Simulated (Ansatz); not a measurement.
## Phonons of As (R-3m, 2 atoms in the cell) against volume

Aim: how do the optical modes of As (R-3m, 2 atoms in the cell) move with volume?

Program: Ansatz 0.2.0. Level of theory: DFT PBEsol, scalar-relativistic, plane waves, PAW; PAW set soft_1. Results are calculated unless marked as measured.

The database entry behind the starting cell differs from later determinations by our own check (old inner coordinate), so it need not match the best structure at ambient conditions.

## (1) Set-up

The structure is trigonal, space group R-3m (No. 166). Conventional cell: a = 3.762 Å, b = 3.762 Å, c = 10.542 Å, α = 90.00°, β = 90.00°, γ = 120.00°. Nearest to As lie 3 As at 2.51 Å.

## (2) Bringing the structure to rest

The cell and atoms are relaxed, since residual forces and stress would shift the frequencies.

input.yaml reads:

```yaml
crystal:
  lattice:
    - [1.8807968987, 1.0858785957, 3.5140619945]
    - [-1.8807968987, 1.0858785957, 3.5140619945]
    - [0.0, -2.1717571915, 3.5140619945]
  atoms:
    - { symbol: As, position: [0.774, 0.774, 0.774] }
    - { symbol: As, position: [0.226, 0.226, 0.226] }
kpoints:
  mp_grid: { grid: [15, 15, 15] }
hamiltonian:
  xc: pbesol
  pseudopotentials: { kind: paw, azcp: { folder: soft_1 }, xc_functional: pbe }
scf:
  occupations: { method: gaussian, width: 0.1 }
output:
  forces: true
  stress: true
  eigenvalues: true
  write_density: true
  write_potential: true
  elf: true
  volumetric_format: npy
relax:
  adjacent_minimum: "off"
  f_tol: 0.005
  max_steps: 80
  cell: { stress_tol: 0.05 }
```

Launch:

```console
$ ansatz run input.yaml --threads 4 --pin off --max-ram 10240MiB --backend cpu --events-out ev --progress --plain --runs-dir out
```

Numbers of over 12 decimals in the logs are rounded to 6 here.

What it wrote:

```text
Engine: ansatz 0.2.0, x86_64-unknown-linux-gnu
Pseudopotentials: kind: paw
Pseudopotential: As, paw, valence charge 15, recommended cutoff 420 eV (normal), soft_1/As.paw.azcp
Functional definition: PBEsol
  exchange = pbesol_x
  correlation = pbesol_c
Crystal: 2 atoms, lattice volume = 43.061 Å³
Basis set: ecut = 420 eV, 845 PW (Γ), exchange–correlation on 60×60×60 points (8 copies of the dense FFT grid, shifted against one another)
Bands: 19, of which v1, the nominal top of the filled ones, is band 15 counted from 1 (14 counted from 0)
Symmetry: 12 space group operations
Space group: R-3m (ITA 166), of the structure as read, at distance tolerance 3.5e-5 Å
k-points: 344 of 3375
Non-local potential: As, projectors of the file, l = 0: 2, l = 1: 2, l = 2: 3, l = 3: 1
PAW form: soft (Blöchl's): semilocal exchange-correlation on the pseudo side does not see the compensation charge
PAW frozen core: As, regenerated for the run's functional, and the local potential with it (the file was generated under x = pbe(κ = 0.804, μ = 0.219515), c = pbe(β = 0.066725))
PAW one-centre angular grid: As, 590 points (default); XC on 64 Gauss nodes
Initial density: superposition of atomic densities (chi_scale 0.1, normalization cell)
Initial wavefunctions: pseudopotential atomic-orbital guess
Functional: x = pbesol(κ = 0.804, μ = 0.123457), c = pbesol(β = 0.046)
SCF iter   1: F=—  HF=-9626.060196 eV  |F-HF|=—  |Δ(HF+E_count)|=         —  Δρ=2.39e-2  dr2=1.56e-1  ethr=3.10e-3  ⟨swp⟩=5.2  Hψ=30736  notcnv=0
preconditioner: auto → Kerker (q_TF=auto, 2.569 Å⁻¹)  [metal: Δε(μ)=0.026 eV  Ē_g=10.260 eV  σ=0.100 eV  W_gap=0.15  n_scr=14 (ndim 8)  ℏωp=17.9 eV  f_vac=0.000  D(μ)=0.17/eV (n_scr^D=0)]
SCF iter   2: F=—  HF=-9626.047940 eV  |F-HF|=—  |Δ(HF+E_count)|=   1.23e-2  Δρ=1.51e-2  dr2=6.70e-2  ethr=5.20e-4  ⟨swp⟩=2.0  Hψ=10119  notcnv=0
SCF iter   3: F=—  HF=-9626.038177 eV  |F-HF|=—  |Δ(HF+E_count)|=   9.76e-3  Δρ=1.83e-3  dr2=1.88e-3  ethr=2.23e-4  ⟨swp⟩=2.0  Hψ=7901  notcnv=0
SCF iter   4: F=—  HF=-9626.038526 eV  |F-HF|=—  |Δ(HF+E_count)|=   3.49e-4  Δρ=7.04e-4  dr2=2.22e-4  ethr=6.28e-6  ⟨swp⟩=2.0  Hψ=11698  notcnv=0
SCF iter   5: F=—  HF=-9626.038285 eV  |F-HF|=—  |Δ(HF+E_count)|=   2.41e-4  Δρ=3.54e-4  dr2=5.96e-5  ethr=7.41e-7  ⟨swp⟩=2.0  Hψ=11458  notcnv=0
SCF iter   6: F=—  HF=-9626.038322 eV  |F-HF|=—  |Δ(HF+E_count)|=   3.66e-5  Δρ=1.01e-4  dr2=4.07e-6  ethr=1.99e-7  ⟨swp⟩=2.2  Hψ=11418  notcnv=0
SCF iter   7: F=—  HF=-9626.038321 eV  |F-HF|=—  |Δ(HF+E_count)|=   8.07e-7  Δρ=2.63e-5  dr2=1.29e-7  ethr=1.36e-8  ⟨swp⟩=2.0  Hψ=11700  notcnv=0
SCF iter   8: F=-9626.038321 eV  HF=-9626.038321 eV  |F-HF|=4.21e-9  |Δ(HF+E_count)|=   1.34e-7  Δρ=5.84e-6  dr2=1.21e-8  ethr=3.33e-10  ⟨swp⟩=9.0  Hψ=49404  notcnv=0
SCF 1 converged in 8 iterations: F = -9626.038321 eV  dr2 = 1.21e-8
  greatest PAW one-centre occupation: 0.999 electrons in one spin orbital (limit 2), on the As atom at site 1 (counted from 0), in its partial waves of l = 2
relax step   1: F+E_penalty+E_count = -9626.03832105 eV  Δ(F+E_penalty+E_count) = +0.000e0 eV  max|allowed force component| = 3.683e-1 eV/Å  Δτ_max = 0.0000 Å  P = +0.383 GPa  Ω = 43.061 Å³  (8 SCF iters, dr2 threshold 1.00e-7 eV, accepted)
Crystal: 2 atoms, lattice volume = 41.253 Å³
Basis set: ecut = 420 eV, 809 PW (Γ), exchange–correlation on 60×60×60 points (8 copies of the dense FFT grid, shifted against one another)
Initial density: handed on by an earlier stage of this run
Initial wavefunctions: those handed on with the density
iter 1 solved again at ethr=1.40e-5 eV; its pass at ethr=3.10e-3 eV (dr2=4.19e-3 eV) is discarded
SCF iter   1: F=—  HF=-9626.047562 eV  |F-HF|=—  |Δ(HF+E_count)|=         —  Δρ=4.23e-3  dr2=4.18e-3  ethr=1.40e-5  ⟨swp⟩=2.1  Hψ=41154  notcnv=0
preconditioner: auto → Kerker (q_TF=auto, 2.587 Å⁻¹)  [metal: Δε(μ)=0.020 eV  Ē_g=10.332 eV  σ=0.100 eV  W_gap=0.11  n_scr=14 (ndim 8)  ℏωp=18.3 eV  f_vac=0.001  D(μ)=0.26/eV (n_scr^D=0)]
SCF iter   2: F=—  HF=-9626.046765 eV  |F-HF|=—  |Δ(HF+E_count)|=   7.97e-4  Δρ=2.34e-3  dr2=1.48e-3  ethr=1.39e-5  ⟨swp⟩=1.0  Hψ=6537  notcnv=0
SCF iter   3: F=—  HF=-9626.046455 eV  |F-HF|=—  |Δ(HF+E_count)|=   3.10e-4  Δρ=4.37e-4  dr2=5.54e-5  ethr=4.93e-6  ⟨swp⟩=2.6  Hψ=11783  notcnv=0
SCF iter   4: F=—  HF=-9626.046447 eV  |F-HF|=—  |Δ(HF+E_count)|=   7.85e-6  Δρ=2.03e-4  dr2=1.51e-5  ethr=1.85e-7  ⟨swp⟩=2.0  Hψ=11698  notcnv=0
SCF iter   5: F=—  HF=-9626.046442 eV  |F-HF|=—  |Δ(HF+E_count)|=   4.68e-6  Δρ=6.66e-5  dr2=2.64e-6  ethr=5.04e-8  ⟨swp⟩=2.0  Hψ=9976  notcnv=0
SCF iter   6: F=—  HF=-9626.046442 eV  |F-HF|=—  |Δ(HF+E_count)|=   2.70e-7  Δρ=2.62e-5  dr2=4.38e-7  ethr=8.80e-9  ⟨swp⟩=2.0  Hψ=8103  notcnv=0
SCF iter   7: F=-9626.046443 eV  HF=-9626.046442 eV  |F-HF|=4.75e-9  |Δ(HF+E_count)|=   2.69e-8  Δρ=7.95e-6  dr2=2.28e-8  ethr=6.67e-10  ⟨swp⟩=9.1  Hψ=47501  notcnv=0
SCF 2 converged in 7 iterations: F = -9626.046443 eV  dr2 = 2.28e-8
relax step   2: F+E_penalty+E_count = -9626.04644250 eV  Δ(F+E_penalty+E_count) = -8.121e-3 eV  max|allowed force component| = 1.707e-1 eV/Å  Δτ_max = 0.0557 Å  P = +0.786 GPa  Ω = 41.253 Å³  energy of the carried Pulay correction = +3.361e-4 eV  (7 SCF iters, dr2 threshold 2.00e-7 eV, accepted)
Crystal: 2 atoms, lattice volume = 42.015 Å³
Basis set: ecut = 420 eV, 821 PW (Γ), exchange–correlation on 60×60×60 points (8 copies of the dense FFT grid, shifted against one another)
iter 1 solved again at ethr=9.45e-7 eV; its pass at ethr=3.10e-3 eV (dr2=2.84e-4 eV) is discarded
SCF iter   1: F=—  HF=-9626.055269 eV  |F-HF|=—  |Δ(HF+E_count)|=         —  Δρ=9.64e-4  dr2=3.15e-4  ethr=9.45e-7  ⟨swp⟩=2.0  Hψ=43829  notcnv=0
preconditioner: auto → Kerker (q_TF=auto, 2.579 Å⁻¹)  [metal: Δε(μ)=0.022 eV  Ē_g=10.256 eV  σ=0.100 eV  W_gap=0.12  n_scr=14 (ndim 8)  ℏωp=18.1 eV  f_vac=0.002  D(μ)=0.12/eV (n_scr^D=0)]
SCF iter   2: F=—  HF=-9626.055243 eV  |F-HF|=—  |Δ(HF+E_count)|=   2.66e-5  Δρ=5.88e-4  dr2=1.45e-4  ethr=9.45e-7  ⟨swp⟩=1.0  Hψ=6536  notcnv=0
SCF iter   3: F=—  HF=-9626.055229 eV  |F-HF|=—  |Δ(HF+E_count)|=   1.31e-5  Δρ=1.30e-4  dr2=5.95e-6  ethr=4.85e-7  ⟨swp⟩=2.0  Hψ=8195  notcnv=0
SCF iter   4: F=—  HF=-9626.055230 eV  |F-HF|=—  |Δ(HF+E_count)|=   9.80e-7  Δρ=6.08e-5  dr2=1.44e-6  ethr=1.98e-8  ⟨swp⟩=2.0  Hψ=11697  notcnv=0
SCF iter   5: F=-9626.055230 eV  HF=-9626.055230 eV  |F-HF|=1.04e-8  |Δ(HF+E_count)|=   1.02e-8  Δρ=1.96e-5  dr2=1.48e-7  ethr=6.67e-10  ⟨swp⟩=6.8  Hψ=46735  notcnv=0
SCF 3 converged in 5 iterations: F = -9626.055230 eV  dr2 = 1.48e-7
relax step   3: F+E_penalty+E_count = -9626.05523043 eV  Δ(F+E_penalty+E_count) = -8.788e-3 eV  max|allowed force component| = 6.961e-2 eV/Å  Δτ_max = 0.0128 Å  P = -0.289 GPa  Ω = 42.015 Å³  energy of the carried Pulay correction = +1.927e-4 eV  (5 SCF iters, dr2 threshold 2.00e-7 eV, accepted)
[...]
relax step   4: F+E_penalty+E_count = -9626.05648843 eV  Δ(F+E_penalty+E_count) = -1.258e-3 eV  max|allowed force component| = 8.954e-3 eV/Å  Δτ_max = 0.0006 Å  P = -0.120 GPa  Ω = 41.829 Å³  energy of the carried Pulay correction = +2.274e-4 eV  (5 SCF iters, dr2 threshold 2.00e-7 eV, accepted)
[...]
relax step   5: F+E_penalty+E_count = -9626.05656260 eV  Δ(F+E_penalty+E_count) = -7.417e-5 eV  max|allowed force component| = 2.149e-3 eV/Å  Δτ_max = 0.0017 Å  P = +0.005 GPa  Ω = 41.718 Å³  energy of the carried Pulay correction = +2.482e-4 eV  (4 SCF iters, dr2 threshold 4.69e-8 eV, accepted)
Basis set: ecut = 420 eV, 821 PW (Γ), exchange–correlation on 54×54×54 points (8 copies of the dense FFT grid, shifted against one another)
Initial wavefunctions: pseudopotential atomic-orbital guess (no wavefunctions were taken with the density)
iter 1 solved again at ethr=2.72e-8 eV; its pass at ethr=3.10e-3 eV (dr2=8.15e-6 eV) is discarded
SCF iter   1: F=—  HF=-9626.056373 eV  |F-HF|=—  |Δ(HF+E_count)|=         —  Δρ=4.11e-5  dr2=1.44e-7  ethr=2.72e-8  ⟨swp⟩=2.5  Hψ=46507  notcnv=0
preconditioner: auto → Kerker (q_TF=auto, 2.582 Å⁻¹)  [metal: Δε(μ)=0.033 eV  Ē_g=10.295 eV  σ=0.100 eV  W_gap=0.18  n_scr=14 (ndim 8)  ℏωp=18.2 eV  f_vac=0.001  D(μ)=0.12/eV (n_scr^D=0)]
SCF iter   2: F=—  HF=-9626.056374 eV  |F-HF|=—  |Δ(HF+E_count)|=   6.31e-7  Δρ=2.33e-5  dr2=6.01e-8  ethr=4.81e-10  ⟨swp⟩=2.2  Hψ=10999  notcnv=0
SCF iter   3: F=—  HF=-9626.056374 eV  |F-HF|=—  |Δ(HF+E_count)|=   1.06e-7  Δρ=4.62e-6  dr2=5.08e-9  ethr=2.00e-10  ⟨swp⟩=2.1  Hψ=9095  notcnv=0
SCF iter   4: F=—  HF=-9626.056374 eV  |F-HF|=—  |Δ(HF+E_count)|=  2.38e-10  Δρ=1.63e-6  dr2=9.82e-10  ethr=1.69e-11  ⟨swp⟩=2.0  Hψ=10196  notcnv=0
SCF iter   5: F=—  HF=-9626.056374 eV  |F-HF|=—  |Δ(HF+E_count)|=  5.88e-10  Δρ=3.89e-7  dr2=9.70e-11  ethr=3.27e-12  ⟨swp⟩=3.0  Hψ=11853  notcnv=0
SCF iter   6: F=-9626.056374 eV  HF=-9626.056374 eV  |F-HF|=3.64e-12  |Δ(HF+E_count)|=  3.27e-11  Δρ=1.11e-7  dr2=7.08e-12  ethr=1.00e-12  ⟨swp⟩=5.4  Hψ=28023  notcnv=0
SCF 6 converged in 6 iterations: F = -9626.056374 eV  dr2 = 7.08e-12
relax step   6: F+E_penalty+E_count = -9626.05637379 eV  Δ(F+E_penalty+E_count) = +1.888e-4 eV  max|allowed force component| = 2.257e-3 eV/Å  Δτ_max = 0.0000 Å  P = +0.001 GPa  Ω = 41.718 Å³  stress off target by 1.41e-3 GPa  SCF on the basis re-selected at this cell (its energy is not comparable with the rows above)  (6 SCF iters)
basis re-selected at this cell: Δ(F+E_penalty+E_count) = +1.888e-4 eV, ΔP = -0.004 GPa vs the last step (what re-selecting the basis moved, of the pressure what is left beyond the Pulay correction that the steps carried, after the strain that the cell walked since its last selection, with what the two solves' SCF thresholds leave and, on support functions, any second-order correction that the steps lacked; it is no measure of the basis error at this ecutwfc). The dense FFT grid was sized anew with the basis: this SCF ran on 27×27×27 points, the steps before it on 30×30×30, so part of this shift can come from that change (see relax.cell in the input reference). [rest of the remark cut]
SCF converged after 6 iterations
Free energy (F): -9626.056374 eV
Harris-Foulkes:  -9626.056374 eV  (|F-HF|=3.64e-12)
Internal energy: -9626.055776 eV  (E = F + TS)
E sigma→0 (E₀):  -9626.056075 eV
Entropy (-TS):   -0.000598 eV (-0.299 meV/atom)
Fermi energy:    10.534610 eV
--- Per-component energies (eV) ---
  E_band       = -474.003201
  E_kinetic    = 193.552569
  E_local      = -3781.530170  (includes V_loc(G=0)·N_el)
  E_nonlocal   = -783.117522
  E_hartree    = 2135.596726
  E_xc         = -139.701603
  E_vxc        = -147.062450  (∫ρ·V_xc dr)
  E_paw        = -3942.470579  (= ΣΔE_a)
  E_vpaw       = -227.038995  (= ΣTr[D̂ρ^β])
  E_aug_tail   = -0.000010  (compensation charges beyond the density's cutoff)
  E_ewald      = -3310.318048
  E_core_change = 1.932860  (= ΣΔE_core)
  E_smearing   = -0.000598  (= −TS)
  E_closure    = -0.000000  (closes the sum)
  Σ components = -9626.056374   (vs F -9626.056374, Δ=0.00e0)
--- Forces (eV/Å), atoms counted from 1 ---
  atom   1  As    -0.00000000     0.00000000    -0.00225656
  atom   2  As     0.00000000    -0.00000000     0.00225656
  max |Σ_I F_I| component: 3.47e-18 eV/Å
--- Stress (GPa, compression-positive) ---
        0.001412       0.000000      -0.000000
        0.000000       0.001412       0.000000
       -0.000000       0.000000      -0.000758
  P = ⅓ Tr σ = 0.0007 GPa (0.007 kbar)
--- Band table (eV; the first three rows and the last of 344) ---
  k-point 0: bands = [... 11 lower, 4.9530, 8.1506, 8.4651, 8.4651, 12.6268, 13.6546, 13.6546, 17.0219]
  k-point 1: bands = [... 11 lower, 4.6931, 8.1764, 8.4343, 8.5111, 12.6858, 13.5071, 13.5569, 16.6585]
  k-point 2: bands = [... 11 lower, 4.0247, 8.1434, 8.3525, 8.7071, 12.6724, 13.1655, 13.2572, 16.1806]
  k-point 343: bands = [... 11 lower, 0.1856, 7.9278, 8.6271, 10.2052, 10.9038, 11.1577, 12.7596, 18.6819]
--- Relaxed structure (5 steps of the walk, 5 accepted, 1 SCFs on fresh bases) ---
  F+E_penalty+E_count = -9626.05637379 eV   max|allowed force component| = 2.257e-3 eV/Å   (the final SCF, on the basis selected at the relaxed cell)
  cell:  # Å, volume = 41.7185 Å³
    - [1.891004, 1.091772, 3.367852]
    - [-1.891004, 1.091772, 3.367852]
    - [0, -2.183543, 3.367852]
  atoms:
    - { symbol: As, position: [0.769824, 0.769824, 0.769824] }
    - { symbol: As, position: [0.230176, 0.230176, 0.230176] }
```

It took 31 s on 4 threads of Intel Xeon at 2.70GHz, shared host; peak memory 0.59 GiB; 1.9 min of CPU time.

Step by step:

```
step  energy less that of the first step (eV)  largest force component (eV/Å)  pressure (GPa)  volume (Å³)
   1                                   0.0000                          0.3683            0.38        43.06
   2                                  -0.0081                          0.1707            0.79        41.25
   3                                  -0.0169                          0.0696           -0.29        42.02
   4                                  -0.0182                          0.0090           -0.12        41.83
   5                                  -0.0182                          0.0021            0.00        41.72
  6*                                  -0.0181                          0.0023            0.00        41.72
```

Relaxation steps marked * repeat the geometry before them on a plane-wave basis chosen anew for their cell, so energy and pressure can jump there.

Forces are held to the 12 operations that the run works with; a distortion that breaks them can't arise in this run.

```
conventional cell, symmetrised  before   after  change
                         a (Å)   3.762   3.782  +0.5 %
                         b (Å)   3.762   3.782  +0.5 %
                         c (Å)  10.542  10.104  -4.2 %
              volume (Å³/atom)   21.53   20.86  -3.1 %
```

The atoms that moved most (Å, as changes of fractional coordinates times the final cell):

```
atom     dx     dy      dz  length
 As1  0.000  0.000  -0.042   0.042
 As2  0.000  0.000   0.042   0.042
```

Final coordinates:

```xyz
2
Lattice="1.8910 1.0918 3.3679 -1.8910 1.0918 3.3679 0.0000 -2.1835 3.3679" Properties=species:S:1:pos:R:3 pbc="T T T"
As    0.0000    0.0000    7.7780
As    0.0000    0.0000    2.3256
```

Numbers from this step:

* pressure: 6.89e-4 GPa
* volume per atom: 20.86 Å³
* gap on the k-mesh: 0 eV

ELF in the ac plane of the conventional cell at fractional y = 0.000, with atoms of As within 0.2 Å of it. It is the smooth field of the valence electrons, not physical close to the nuclei.

Ten even steps from '0' (0.03) to '9' (0.73), each cell a mean:
```
00012455432100
22234666654222
55556666666555
66777666677776
23687543468852
12687421358741
57886210147886
99963222225799
76433455532356
11124677753111
00125788864100
00136899974200
00135899874200
00125788764100
33223577642223
98642344323578
89974211136899
34786310247863
12687532368741
35787654568864
66777666677776
44445677665444
01123566543111
00012344431000
```
Columns run along a (3.8 Å), rows up along c (10.1 Å), edges of the conventional cell, whose origin can differ from the input's. Atoms in or near the plane, at fractional coordinates: As at (0.00, 0.77), As at (0.00, 0.23).

Electrostatic potential energy in the ac plane of the conventional cell at fractional y = 0.000, with atoms of As within 0.2 Å of it. With pseudopotentials it is smooth inside the atoms' cores, unlike the true potential.

Values in eV, 24 rows by 14 columns, each cell a mean:
```
14 14 13 13 12 11 10 10 11 11 12 13 14 14
13 13 13 12 11  9  8  7  8 10 11 12 13 13
 6  8  9 10 10  8  6  5  7  9 10 10  9  7
-6 -6 -2  6  9  9  9  8  9  9  8  2 -4 -6
13  8 -5 -4  7 10 11 11 11  9  3 -7  0 11
15 14  0 -6  6 11 12 13 12 10  1 -7  7 15
 7  1 -6  0  9 12 13 13 13 11  6 -5 -4  4
-3 -1  4  9 11 12 13 13 13 12 11  7  1 -2
11 11 12 12 12 11 11 11 11 11 12 12 12 11
13 13 13 12 11  9  8  7  8 10 11 13 13 13
14 13 13 12 10  8  6  5  7  9 11 12 13 14
14 13 13 12 10  8  7  6  7  9 11 12 13 14
14 13 13 12 10  8  6  6  7  9 11 12 13 14
14 13 13 12 10  8  6  5  7  9 11 12 13 14
13 13 13 12 11 10  9  9  9 11 12 12 13 13
 7  8 10 11 12 12 12 12 12 12 12 11 10  8
-5 -5 -2  6 11 12 13 13 13 12  9  2 -4 -5
13  8 -4 -4  8 11 13 13 12 10  3 -7  1 12
15 14 -1 -6  6 11 12 12 12  9  1 -7  6 15
 5 -1 -7 -1  8 10 10 10 10  9  5 -5 -5  2
-3 -1  4  8  9  9  7  7  8  9  9  7  2 -2
10 11 11 11 10  8  6  5  7  9 11 11 11 10
13 13 13 12 11 10  9  8  9 11 12 13 13 13
14 14 14 13 12 12 11 11 11 12 13 13 14 14
```
Columns run along a (3.8 Å; values clipped at the 3rd and 97th percentile), rows up along c (10.1 Å), edges of the conventional cell, whose origin can differ from the input's. Atoms in or near the plane, at fractional coordinates: As at (0.00, 0.77), As at (0.00, 0.23).

Valence density in the ac plane of the conventional cell at fractional y = 0.000, with atoms of As within 0.2 Å of it. It is the smooth field of the valence electrons, not physical close to the nuclei.

Values in e/Å³, 24 rows by 14 columns, each cell a mean:
```
 0  0  0  0  0  0  0  0  0  0  0  0  0  0
 0  0  0  0  0  0  0  0  0  0  0  0  0  0
 0  0  0  0  0  0  0  0  0  0  0  0  0  0
 1  1  1  0  0  0  0  0  0  0  0  0  1  1
17  8  2  1  0  0  0  0  0  0  0  1  3 12
36 16  3  1  0  0  0  0  0  0  0  1  7 25
 7  3  1  0  0  0  0  0  0  0  0  1  2  5
 1  1  0  0  0  0  0  0  0  0  0  0  0  1
 0  0  0  0  0  0  0  0  0  0  0  0  0  0
 0  0  0  0  0  0  0  0  0  0  0  0  0  0
 0  0  0  0  0  0  0  0  0  0  0  0  0  0
 0  0  0  0  0  0  0  0  0  0  0  0  0  0
 0  0  0  0  0  0  0  0  0  0  0  0  0  0
 0  0  0  0  0  0  0  0  0  0  0  0  0  0
 0  0  0  0  0  0  0  0  0  0  0  0  0  0
 0  0  0  0  0  0  0  0  0  0  0  0  0  0
 1  1  1  0  0  0  0  0  0  0  0  0  1  1
18  8  2  1  0  0  0  0  0  0  0  1  4 13
35 16  3  1  0  0  0  0  0  0  0  1  6 25
 7  3  1  0  0  0  0  0  0  0  0  1  2  5
 0  0  0  0  0  0  0  0  0  0  0  0  0  0
 0  0  0  0  0  0  0  0  0  0  0  0  0  0
 0  0  0  0  0  0  0  0  0  0  0  0  0  0
 0  0  0  0  0  0  0  0  0  0  0  0  0  0
```
Columns run along a (3.8 Å), rows up along c (10.1 Å), edges of the conventional cell, whose origin can differ from the input's. Atoms in or near the plane, at fractional coordinates: As at (0.00, 0.77), As at (0.00, 0.23).

In this step the volume went from 21.53 to 20.86 Å³/atom.

## (3) Tight relaxation

Phonons need small forces and stress, so the relaxation is finished with tight tolerances on 15×15×15 k points.

input.yaml, the sections that differ from step 2:

```yaml
crystal:
  lattice:
    - [1.8910039306, 1.0917716284, 3.3678516064]
    - [-1.8910039306, 1.0917716284, 3.3678516064]
    - [0.0, -2.1835432568, 3.3678516064]
  atoms:
    - { symbol: As, position: [0.7698241159, 0.7698241159, 0.7698241159] }
    - { symbol: As, position: [0.2301758841, 0.2301758841, 0.2301758841] }
scf:
  occupations: { method: methfessel_paxton, width: 0.2 }
output:
  forces: true
  stress: true
  eigenvalues: true
relax:
  adjacent_minimum: "off"
  f_tol: 0.001
  max_steps: 60
  cell: { stress_tol: 0.01 }
# kpoints, hamiltonian: as in step 2
```

What it wrote:

```text
[...]
Crystal: 2 atoms, lattice volume = 41.718 Å³
Basis set: ecut = 420 eV, 821 PW (Γ), exchange–correlation on 54×54×54 points (8 copies of the dense FFT grid, shifted against one another)
Bands: 19, of which v1, the nominal top of the filled ones, is band 15 counted from 1 (14 counted from 0)
Symmetry: 12 space group operations
[...]
k-points: 344 of 3375
[...]
k-point 343: bands = [... 11 lower, 0.1870, 7.9320, 8.6314, 10.2071, 10.9068, 11.1586, 12.7619, 18.6908]
--- Relaxed structure (2 steps of the walk, 2 accepted, 1 SCFs on fresh bases) ---
[...]
cell:  # Å, volume = 41.7054 Å³
    - [1.891111, 1.091833, 3.366416]
    - [-1.891111, 1.091833, 3.366416]
    - [0, -2.183667, 3.366416]
  atoms:
    - { symbol: As, position: [0.769787, 0.769787, 0.769787] }
    - { symbol: As, position: [0.230213, 0.230213, 0.230213] }
[key lines of the parts left out:]
SCF converged after 6 iterations
Free energy (F): -9626.055814 eV
Fermi energy:    10.536915 eV
P = ⅓ Tr σ = 0.0027 GPa (0.027 kbar)
```

Elapsed: 15 s, on 4 threads; peak memory 0.57 GiB.

Little changed from the start: no atom moved by 0.005 Å and no cell edge by 0.1 %.

Numbers from this step:

```yaml
pressure: 0.002749 GPa
volume_per_atom: 20.85 Å³
```

The largest force component left is 0.18 meV/Å and the pressure is 0.003 GPa, within the tolerances set. The cell now holds 20.85 Å³/atom.

(Continued in part 2 of 3.)

[Logs are printed without paths, hosts, clocks, repeated set-up lines and the standing remarks that a program may print on its own settings, such as how far it seeks lower states.]

[Hosts, paths, dates, database ids (printed as entryN), source tags and the programs' standing remarks are cut or masked in the printed files.]
